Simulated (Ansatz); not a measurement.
## Na on Ir(111): change of the work function

Aim: the work function of Ir(111) at several coverages of Na (fcc site), and the dipole that each adsorbate carries.

Program: Ansatz 0.2.0. Level of theory: plane-wave DFT, PBE, Ansatz PAW. Results are calculated unless marked as measured.

### Step 1. The starting structure

The cell holds 4 atoms: 4 Ir. Cell: a = 2.715 Å, b = 2.715 Å, c = 24.651 Å, α = 90.0°, β = 90.0°, γ = 60.0°. Vacuum lies along c.

### Step 2. The clean slab

The bare slab comes first, as the zero from which every change is counted. The two lowest layers are held at bulk places and the upper ones relax. The dipole correction removes the false field that a one-sided slab makes across the periodic vacuum, so each face gets a flat vacuum level of its own.

Input file input.yaml:

```yaml
crystal:
  lattice:
    - [2.7152900398, 0.0, 0.0]
    - [1.3576450199, 2.3515101531, 0.0]
    - [0.0, 0.0, 24.6510751011]
  atoms:
    - { symbol: Ir, position: [0.0, 0.0, 0.3650956383] }
    - { symbol: Ir, position: [0.3333333333, 0.3333333333, 0.4550318794] }
    - { symbol: Ir, position: [0.6666666667, 0.6666666667, 0.5449681206] }
    - { symbol: Ir, position: [0.0, 0.0, 0.6349043617] }
kpoints:
  mp_grid: { grid: [12, 12, 1] }
hamiltonian:
  xc: pbe
scf:
  occupations: { method: fermi_dirac, width: 0.1 }
  convergence: { dr2_threshold: 1.0e-08 }
efield:
  axis: 3
  dipole_correction: true
  ramp_position: 0.97
  ramp_width: 0.06
relax:
  f_tol: 0.02
  max_steps: 60
  constraints: [{ sites: [0, 1] }]
output:
  write_potential: true
  write_density: true
  volumetric_format: npy
```

On the command line:

```
$ ansatz run input.yaml --threads 4 --pin off --max-ram 16384MiB --backend cpu --events-out ev --progress --plain --runs-dir out
```

Numbers of over 12 decimals in the logs are rounded to 6 here.

What it wrote:

```text
Engine: ansatz 0.2.0, aarch64-unknown-linux-gnu
Pseudopotentials: kind: paw
Pseudopotential: Ir, paw, valence charge 17, recommended cutoff 420 eV (normal), Ir.paw.azcp
Functional definition: PBE
  parameter kappa = 0.804
  parameter beta = 0.066725
  exchange = pbe_x(kappa = kappa, mu = beta*pi^2/3)
  correlation = pbe_c(beta = beta)
Crystal: 4 atoms, lattice volume = 157.398 Å³
Basis set: ecut = 420 eV, 3101 PW (Γ), exchange–correlation on 40×40×360 points (8 copies of the dense FFT grid, shifted against one another)
Bands: 41, of which v1, the nominal top of the filled ones, is band 34 counted from 1 (33 counted from 0)
Symmetry: 6 space group operations
k-points: 19 of 144 (time reversal used)
Non-local potential: Ir, projectors of the file, l = 0: 3, l = 1: 2, l = 2: 2, l = 3: 1
PAW form: soft (Blöchl's): semilocal exchange-correlation on the pseudo side does not see the compensation charge
PAW one-centre angular grid: Ir, 590 points (default); XC on 64 Gauss nodes
Initial density: superposition of atomic densities (neutral atoms: chi_scale 0, normalization atom), corrected by the library's trained network
Initial wavefunctions: pseudopotential atomic-orbital guess
Functional: x = pbe(κ = 0.804, μ = 0.219515), c = pbe(β = 0.066725)
SCF iter   1: F=—  HF=-47739.534662 eV  |F-HF|=—  |Δ(HF+E_count)|=         —  Δρ=6.19e-3  dr2=3.30e-1  ethr=1.77e-3  p=0.000 e·Å  D=9.34e-15 V/Å  ΔV_dip=-0.00 eV  dr2_dipole=3.62e-7  V_vac-E_F(+/−)=5.19/5.19 eV  ⟨swp⟩=7.8  Hψ=3557  notcnv=0  defer=2
efield: sawtooth ramp at fractional position 0.9700 (set: `efield.ramp_position`, or a place that a band, a saddle search or an elastic batch's reference lends), width 0.0600; the density the first Hamiltonian is built on has a dipole p = 0.000 e·Å; the dipole correction subtracts the counter field D = 9.34e-15 V/Å, which shifts the + side's vacuum level by -0.00 eV against the − side's; the planar-averaged density in the ramp window peaks in size at 1.1e-5 e/Å³
preconditioner: auto → LDOS  [metal: Δε(μ)=0.097 eV  Ē_g=6.266 eV  σ=0.100 eV  W_gap=0.23  n_scr=18 (ndim 8)  ℏωp=17.8 eV  f_vac=0.579  D(μ)=3.93/eV (n_scr^D=16)  β→1.0]
SCF iter   2: F=—  HF=-47739.532903 eV  |F-HF|=—  |Δ(HF+E_count)|=   1.76e-3  Δρ=2.42e-3  dr2=2.91e-2  ethr=4.85e-4  p=-0.000 e·Å  D=-4.09e-5 V/Å  ΔV_dip=0.00 eV  dr2_dipole=6.08e-7  V_vac-E_F(+/−)=5.47/5.47 eV  ⟨swp⟩=1.8  Hψ=981  notcnv=0  defer=3
SCF iter   3: F=—  HF=-47739.530415 eV  |F-HF|=—  |Δ(HF+E_count)|=   2.49e-3  Δρ=5.42e-4  dr2=4.60e-4  ethr=4.28e-5  p=-0.000 e·Å  D=-3.23e-6 V/Å  ΔV_dip=0.00 eV  dr2_dipole=1.63e-8  V_vac-E_F(+/−)=5.48/5.48 eV  ⟨swp⟩=1.8  Hψ=1050  notcnv=0  defer=3
SCF iter   4: F=—  HF=-47739.530408 eV  |F-HF|=—  |Δ(HF+E_count)|=   6.62e-6  Δρ=1.07e-4  dr2=1.71e-5  ethr=6.77e-7  p=-0.000 e·Å  D=-2.54e-6 V/Å  ΔV_dip=0.00 eV  dr2_dipole=5.97e-10  V_vac-E_F(+/−)=5.49/5.48 eV  ⟨swp⟩=2.5  Hψ=1492  notcnv=0  defer=3
SCF iter   5: F=—  HF=-47739.530409 eV  |F-HF|=—  |Δ(HF+E_count)|=   4.11e-8  Δρ=3.97e-5  dr2=2.38e-6  ethr=2.51e-8  p=-0.000 e·Å  D=-6.64e-7 V/Å  ΔV_dip=0.00 eV  dr2_dipole=1.81e-10  V_vac-E_F(+/−)=5.49/5.49 eV  ⟨swp⟩=3.4  Hψ=1824  notcnv=0  defer=3
SCF iter   6: F=—  HF=-47739.530404 eV  |F-HF|=—  |Δ(HF+E_count)|=   4.32e-6  Δρ=1.67e-5  dr2=6.18e-7  ethr=3.51e-9  p=-0.000 e·Å  D=-9.94e-7 V/Å  ΔV_dip=0.00 eV  dr2_dipole=8.41e-11  V_vac-E_F(+/−)=5.49/5.49 eV  ⟨swp⟩=2.4  Hψ=1311  notcnv=0  defer=3
SCF iter   7: F=—  HF=-47739.530405 eV  |F-HF|=—  |Δ(HF+E_count)|=   3.13e-7  Δρ=3.98e-6  dr2=5.26e-8  ethr=9.08e-10  p=-0.000 e·Å  D=-2.22e-7 V/Å  ΔV_dip=0.00 eV  dr2_dipole=2.79e-12  V_vac-E_F(+/−)=5.49/5.49 eV  ⟨swp⟩=2.8  Hψ=1526  notcnv=0  defer=3
SCF iter   8: F=-47739.530405 eV  HF=-47739.530405 eV  |F-HF|=7.63e-9  |Δ(HF+E_count)|=   1.76e-8  Δρ=1.09e-6  dr2=3.19e-9  ethr=1.47e-11  p=-0.000 e·Å  D=-3.88e-8 V/Å  ΔV_dip=0.00 eV  dr2_dipole=1.15e-14  V_vac-E_F(+/−)=5.49/5.49 eV  ⟨swp⟩=11.1  Hψ=6015  notcnv=0
SCF 1 converged in 8 iterations: F = -47739.530405 eV  dr2 = 3.19e-9
  greatest PAW one-centre occupation: 1.000 electrons in one spin orbital (limit 2), on the Ir atom at site 1 (counted from 0), in its partial waves of l = 0
relax step   1: F+E_penalty+E_count = -47739.53040454 eV  Δ(F+E_penalty+E_count) = +0.000e0 eV  max|allowed force component| = 1.352e-1 eV/Å  Δτ_max = 0.0000 Å  (8 SCF iters, accepted)
Initial density: handed on by an earlier stage of this run
Initial wavefunctions: those handed on with the density
iter 1 solved again at ethr=1.27e-4 eV; its pass at ethr=3.10e-3 eV (dr2=8.61e-2 eV) is discarded
SCF iter   1: F=—  HF=-47739.531032 eV  |F-HF|=—  |Δ(HF+E_count)|=         —  Δρ=2.46e-3  dr2=7.87e-2  ethr=1.27e-4  p=-0.000 e·Å  D=-3.38e-7 V/Å  ΔV_dip=0.00 eV  dr2_dipole=3.17e-2  V_vac-E_F(+/−)=5.48/5.48 eV  ⟨swp⟩=1.9  Hψ=2300  notcnv=0  defer=5
efield: sawtooth ramp at fractional position 0.9700 (set: `efield.ramp_position`, or a place that a band, a saddle search or an elastic batch's reference lends), width 0.0600; the density the first Hamiltonian is built on has a dipole p = -0.000 e·Å; the dipole correction subtracts the counter field D = -3.38e-7 V/Å, which shifts the + side's vacuum level by +0.00 eV against the − side's; the planar-averaged density in the ramp window peaks in size at 2.8e-6 e/Å³
preconditioner: auto → LDOS  [metal: Δε(μ)=0.080 eV  Ē_g=6.312 eV  σ=0.100 eV  W_gap=0.19  n_scr=18 (ndim 8)  ℏωp=17.8 eV  f_vac=0.582  D(μ)=3.84/eV (n_scr^D=16)  β→1.0]
SCF iter   2: F=—  HF=-47739.530295 eV  |F-HF|=—  |Δ(HF+E_count)|=   7.36e-4  Δρ=1.06e-3  dr2=4.86e-3  ethr=1.16e-4  p=0.002 e·Å  D=2.34e-3 V/Å  ΔV_dip=-0.06 eV  dr2_dipole=1.15e-3  V_vac-E_F(+/−)=5.44/5.50 eV  ⟨swp⟩=2.0  Hψ=965  notcnv=0  defer=5
SCF iter   3: F=—  HF=-47739.529492 eV  |F-HF|=—  |Δ(HF+E_count)|=   8.04e-4  Δρ=4.91e-4  dr2=1.58e-3  ethr=7.15e-6  p=0.000 e·Å  D=5.10e-4 V/Å  ΔV_dip=-0.01 eV  dr2_dipole=1.15e-5  V_vac-E_F(+/−)=5.48/5.49 eV  ⟨swp⟩=3.0  Hψ=1497  notcnv=0  defer=5
SCF iter   4: F=—  HF=-47739.529184 eV  |F-HF|=—  |Δ(HF+E_count)|=   3.08e-4  Δρ=7.79e-5  dr2=1.08e-5  ethr=2.32e-6  p=0.001 e·Å  D=9.35e-4 V/Å  ΔV_dip=-0.02 eV  dr2_dipole=1.05e-6  V_vac-E_F(+/−)=5.47/5.49 eV  ⟨swp⟩=2.2  Hψ=1153  notcnv=0  defer=5
SCF iter   5: F=—  HF=-47739.529177 eV  |F-HF|=—  |Δ(HF+E_count)|=   7.14e-6  Δρ=3.71e-5  dr2=3.99e-6  ethr=1.59e-8  p=0.001 e·Å  D=8.37e-4 V/Å  ΔV_dip=-0.02 eV  dr2_dipole=1.40e-8  V_vac-E_F(+/−)=5.47/5.50 eV  ⟨swp⟩=2.9  Hψ=1583  notcnv=0  defer=5
SCF iter   6: F=—  HF=-47739.529168 eV  |F-HF|=—  |Δ(HF+E_count)|=   8.34e-6  Δρ=9.86e-6  dr2=2.12e-7  ethr=5.87e-9  p=0.001 e·Å  D=7.52e-4 V/Å  ΔV_dip=-0.02 eV  dr2_dipole=6.16e-9  V_vac-E_F(+/−)=5.48/5.49 eV  ⟨swp⟩=2.2  Hψ=1200  notcnv=0  defer=5
SCF iter   7: F=—  HF=-47739.529168 eV  |F-HF|=—  |Δ(HF+E_count)|=   2.30e-7  Δρ=4.00e-6  dr2=3.19e-8  ethr=3.11e-10  p=0.001 e·Å  D=7.21e-4 V/Å  ΔV_dip=-0.02 eV  dr2_dipole=6.66e-9  V_vac-E_F(+/−)=5.48/5.49 eV  ⟨swp⟩=3.1  Hψ=1431  notcnv=0  defer=5
SCF iter   8: F=-47739.529169 eV  HF=-47739.529169 eV  |F-HF|=8.45e-9  |Δ(HF+E_count)|=   8.39e-8  Δρ=1.08e-6  dr2=2.71e-9  ethr=1.47e-11  p=0.001 e·Å  D=7.05e-4 V/Å  ΔV_dip=-0.02 eV  dr2_dipole=3.01e-10  V_vac-E_F(+/−)=5.48/5.49 eV  ⟨swp⟩=11.2  Hψ=5954  notcnv=0
SCF 2 converged in 8 iterations: F = -47739.529169 eV  dr2 = 2.71e-9
  greatest PAW one-centre occupation: 1.000 electrons in one spin orbital (limit 2), on the Ir atom at site 2 (counted from 0), in its partial waves of l = 0
relax step   2: F+E_penalty+E_count = -47739.52916854 eV  Δ(F+E_penalty+E_count) = +1.236e-3 eV  max|allowed force component| = 2.063e-1 eV/Å  Δτ_max = 0.0402 Å  (8 SCF iters, rejected (line search))
SCF iter   1: F=—  HF=-47739.532187 eV  |F-HF|=—  |Δ(HF+E_count)|=         —  Δρ=1.53e-3  dr2=2.86e-2  ethr=4.36e-4  p=0.001 e·Å  D=7.05e-4 V/Å  ΔV_dip=-0.02 eV  dr2_dipole=1.13e-2  V_vac-E_F(+/−)=5.48/5.50 eV  ⟨swp⟩=2.7  Hψ=1390  notcnv=0  defer=5
efield: sawtooth ramp at fractional position 0.9700 (set: `efield.ramp_position`, or a place that a band, a saddle search or an elastic batch's reference lends), width 0.0600; the density the first Hamiltonian is built on has a dipole p = 0.001 e·Å; the dipole correction subtracts the counter field D = 7.05e-4 V/Å, which shifts the + side's vacuum level by -0.02 eV against the − side's; the planar-averaged density in the ramp window peaks in size at 2.3e-6 e/Å³
preconditioner: auto → LDOS  [metal: Δε(μ)=0.082 eV  Ē_g=6.284 eV  σ=0.100 eV  W_gap=0.20  n_scr=18 (ndim 8)  ℏωp=17.8 eV  f_vac=0.581  D(μ)=3.88/eV (n_scr^D=16)  β→1.0]
SCF iter   2: F=—  HF=-47739.531721 eV  |F-HF|=—  |Δ(HF+E_count)|=   4.67e-4  Δρ=6.52e-4  dr2=1.43e-3  ethr=4.20e-5  p=-0.000 e·Å  D=-4.32e-4 V/Å  ΔV_dip=0.01 eV  dr2_dipole=2.25e-4  V_vac-E_F(+/−)=5.50/5.49 eV  ⟨swp⟩=2.1  Hψ=1154  notcnv=0  defer=5
SCF iter   3: F=—  HF=-47739.531476 eV  |F-HF|=—  |Δ(HF+E_count)|=   2.44e-4  Δρ=3.15e-4  dr2=6.21e-4  ethr=2.10e-6  p=0.000 e·Å  D=4.60e-4 V/Å  ΔV_dip=-0.01 eV  dr2_dipole=3.40e-6  V_vac-E_F(+/−)=5.48/5.49 eV  ⟨swp⟩=2.9  Hψ=1511  notcnv=0  defer=5
SCF iter   4: F=—  HF=-47739.531352 eV  |F-HF|=—  |Δ(HF+E_count)|=   1.24e-4  Δρ=4.39e-5  dr2=3.31e-6  ethr=9.13e-7  p=0.000 e·Å  D=1.92e-4 V/Å  ΔV_dip=-0.00 eV  dr2_dipole=7.79e-8  V_vac-E_F(+/−)=5.49/5.49 eV  ⟨swp⟩=2.1  Hψ=1153  notcnv=0  defer=5
SCF iter   5: F=—  HF=-47739.531341 eV  |F-HF|=—  |Δ(HF+E_count)|=   1.07e-5  Δρ=2.02e-5  dr2=1.03e-6  ethr=4.87e-9  p=0.000 e·Å  D=2.40e-4 V/Å  ΔV_dip=-0.01 eV  dr2_dipole=6.27e-9  V_vac-E_F(+/−)=5.49/5.49 eV  ⟨swp⟩=3.1  Hψ=1636  notcnv=0  defer=5
SCF iter   6: F=—  HF=-47739.531341 eV  |F-HF|=—  |Δ(HF+E_count)|=   3.79e-7  Δρ=8.03e-6  dr2=1.31e-7  ethr=1.52e-9  p=0.000 e·Å  D=2.78e-4 V/Å  ΔV_dip=-0.01 eV  dr2_dipole=2.79e-9  V_vac-E_F(+/−)=5.49/5.49 eV  ⟨swp⟩=2.2  Hψ=1171  notcnv=0  defer=5
SCF iter   7: F=—  HF=-47739.531342 eV  |F-HF|=—  |Δ(HF+E_count)|=   1.54e-7  Δρ=2.33e-6  dr2=1.11e-8  ethr=1.93e-10  p=0.000 e·Å  D=2.91e-4 V/Å  ΔV_dip=-0.01 eV  dr2_dipole=3.45e-9  V_vac-E_F(+/−)=5.49/5.49 eV  ⟨swp⟩=2.3  Hψ=1199  notcnv=0  defer=5
SCF iter   8: F=-47739.531342 eV  HF=-47739.531342 eV  |F-HF|=4.76e-9  |Δ(HF+E_count)|=   3.00e-8  Δρ=5.88e-7  dr2=7.07e-10  ethr=1.47e-11  p=0.000 e·Å  D=2.99e-4 V/Å  ΔV_dip=-0.01 eV  dr2_dipole=3.66e-11  V_vac-E_F(+/−)=5.49/5.49 eV  ⟨swp⟩=10.5  Hψ=5643  notcnv=0
SCF 3 converged in 8 iterations: F = -47739.531342 eV  dr2 = 7.07e-10
relax step   3: F+E_penalty+E_count = -47739.53134163 eV  Δ(F+E_penalty+E_count) = -9.371e-4 eV  max|allowed force component| = 2.789e-3 eV/Å  Δτ_max = 0.0158 Å  (8 SCF iters, accepted)
NSCF: frozen V_eff on 19 k-points
the band table was solved once a step of the walk had ended and its energy, with any forces and stress, was formed, with the checks that follow a solve (3881 applications of the Hamiltonian). They found nothing against the state; the energy, forces and stress were not computed again (output.eigenvalues in the input reference)
WARN: The output density's exchange-correlation potential varies sharply where the density is thin. Do not read a vacuum level from v_tot or v_xc, or from such a field of the output density. On a cell that repeats whose density bears no net charge and no dipole along the vacuum's axis use v_es (v_loc + v_h of the components); under efield.dipole_correction with no amplitude use v_es + v_field, which holds any externa [...]
SCF converged after 8 iterations
Free energy (F): -47739.531342 eV
Harris-Foulkes:  -47739.531342 eV  (|F-HF|=4.76e-9)
Internal energy: -47739.398849 eV  (E = F + TS)
E sigma→0 (E₀):  -47739.465095 eV
Entropy (-TS):   -0.132493 eV (-33.123 meV/atom)
Fermi energy:    5.735751 eV
Dipole field:    D = 0.000308 V/Å  (p = 0.000268 e·Å, saw-weighted, corrected)
Work function:   Φ+ = 5.4864 eV   Φ− = 5.4940 eV
Levels:          The Fermi level and band energies are counted from a zero that moves with the ramp; work functions are not
--- Per-component energies (eV) ---
  E_band       = -1671.576538
  E_kinetic    = 2486.113090
  E_local      = -117421.112916  (includes V_loc(G=0)·N_el)
  E_nonlocal   = 291.629511
  E_hartree    = 57547.560114
  E_xc         = -1068.589999
  E_vxc        = -1195.849487  (∫ρ·V_xc dr)
  E_paw        = -36893.549534  (= ΣΔE_a)
  E_vpaw       = -927.471881  (= ΣTr[D̂ρ^β])
  E_aug_tail   = 0.000219  (compensation charges beyond the density's cutoff)
  E_efield     = 0.000000  (sawtooth field / dipole correction)
  E_vefield    = 0.000096  (∫n·V_field dr)
  E_ewald      = 47318.550667
  E_smearing   = -0.132493  (= −TS)
  E_closure    = -0.000000  (closes the sum)
  Σ components = -47739.531342   (vs F -47739.531342, Δ=0.00e0)
--- Forces (eV/Å), atoms counted from 1 ---
  atom   1  Ir     0.00000000    -0.00000000     0.12831674
  atom   2  Ir    -0.00000000    -0.00000000    -0.13090793
  atom   3  Ir     0.00000000     0.00000000    -0.00020093
  atom   4  Ir    -0.00000000     0.00000000     0.00278891
  max |Σ_I F_I| component: 3.21e-6 eV/Å
--- Band table (eV; the first three rows and the last of 19) ---
  k-point 0: bands = [... 30 lower, 2.8245, 4.5654, 4.5654, 4.9154, 4.9154, 5.0203, 5.8533, 5.8533, ... 3 higher]
  k-point 1: bands = [... 30 lower, 3.0292, 4.3234, 4.3914, 4.3950, 4.8764, 4.9658, 5.3069, 5.8533, ... 3 higher]
  k-point 2: bands = [... 30 lower, 3.6025, 3.6292, 3.8672, 4.2957, 4.5009, 4.9807, 5.8191, 5.8473, ... 3 higher]
  k-point 18: bands = [... 30 lower, 4.4076, 4.4245, 5.5716, 6.0441, 6.1830, 6.1849, 11.3203, 11.4245, ... 3 higher]
--- Relaxed structure (3 steps of the walk, 2 accepted, 0 SCFs on fresh bases) ---
  F+E_penalty+E_count = -47739.53134163 eV   max|allowed force component| = 2.789e-3 eV/Å
  atoms:
    - { symbol: Ir, position: [0.0, 0.0, 0.365096] }
    - { symbol: Ir, position: [0.333333, 0.333333, 0.4550318794] }
    - { symbol: Ir, position: [0.666667, 0.666667, 0.544863] }
    - { symbol: Ir, position: [-7.456012734791833e-19, 0, 0.634264] }
```

It took 9.2 s on 4 threads of Arm Neoverse V1, shared host; peak memory 0.47 GiB; 36 s of CPU time.

Relaxation path:

| step | energy less that of the first step (eV) | largest force component (eV/Å) |
| --- | --- | --- |
| 1 | 0.0000 | 0.1352 |
| 2 | 0.0012 | 0.2063 |
| 3 | -0.0009 | 0.0028 |

Relaxation step 2 was tried and not accepted.

The run keeps the 6 symmetry operations that it works with, so distortions that break them were not tested.

The atoms that moved most (Å):

| atom | dx | dy | dz | length |
| --- | --- | --- | --- | --- |
| Ir4 | 0.000 | 0.000 | -0.016 | 0.016 |

The relaxed structure:

```xyz
4
Lattice="2.7153 0.0000 0.0000 1.3576 2.3515 0.0000 0.0000 0.0000 24.6511" Properties=species:S:1:pos:R:3
Ir    0.0000    0.0000    9.0000
Ir    1.3576    0.7838   11.2170
Ir    2.7153    1.5677   13.4315
Ir    0.0000    0.0000   15.6353
```

Numbers from this step:

```
energy at zero smearing   : -47739.4651 eV
work function, upper face : 5.486 eV
dipole along the normal   : 2.68e-4 e·Å
```

Running mean over 2.217 Å of the planar mean; the ramp of the sawtooth is left out. Electron's electrostatic potential energy less the Fermi level against z:

| z (Å) | electron's electrostatic potential energy less the Fermi level (eV) |
| --- | --- |
| 4 | 5.49 |
| 5 | 5.49 |
| 6 | 5.42 |
| 7 | 4.28 |
| 8 | -5.49 |
| 9 | -12.7 |
| 10 | -13.3 |
| 11 | -13.5 |
| 12 | -13.6 |
| 13 | -13.6 |
| 14 | -13.6 |
| 15 | -13.3 |
| 16 | -11.7 |
| 17 | -0.753 |
| 18 | 5.04 |
| 19 | 5.46 |
| 20 | 5.48 |
| 21 | 5.49 |

The relaxation took 3 steps and lowered the energy by 9.4e-4 eV; the largest force on the free atoms ends at 0.0028 eV/Å.

The work function of the upper face is 5.49 eV.

(Continued in part 2 of 3.)

[Logs are printed without paths, hosts, clocks, repeated set-up lines and the standing remarks that a program may print on its own settings, such as how far it seeks lower states.]

[Hosts, paths, dates, database ids (printed as entryN), source tags and the programs' standing remarks are cut or masked in the printed files.]

[Maps of the electrostatic potential energy from Ansatz leave out the sawtooth potential of an applied field or a dipole correction, so their vacuum need not be flat; planar profiles and work functions include it.]
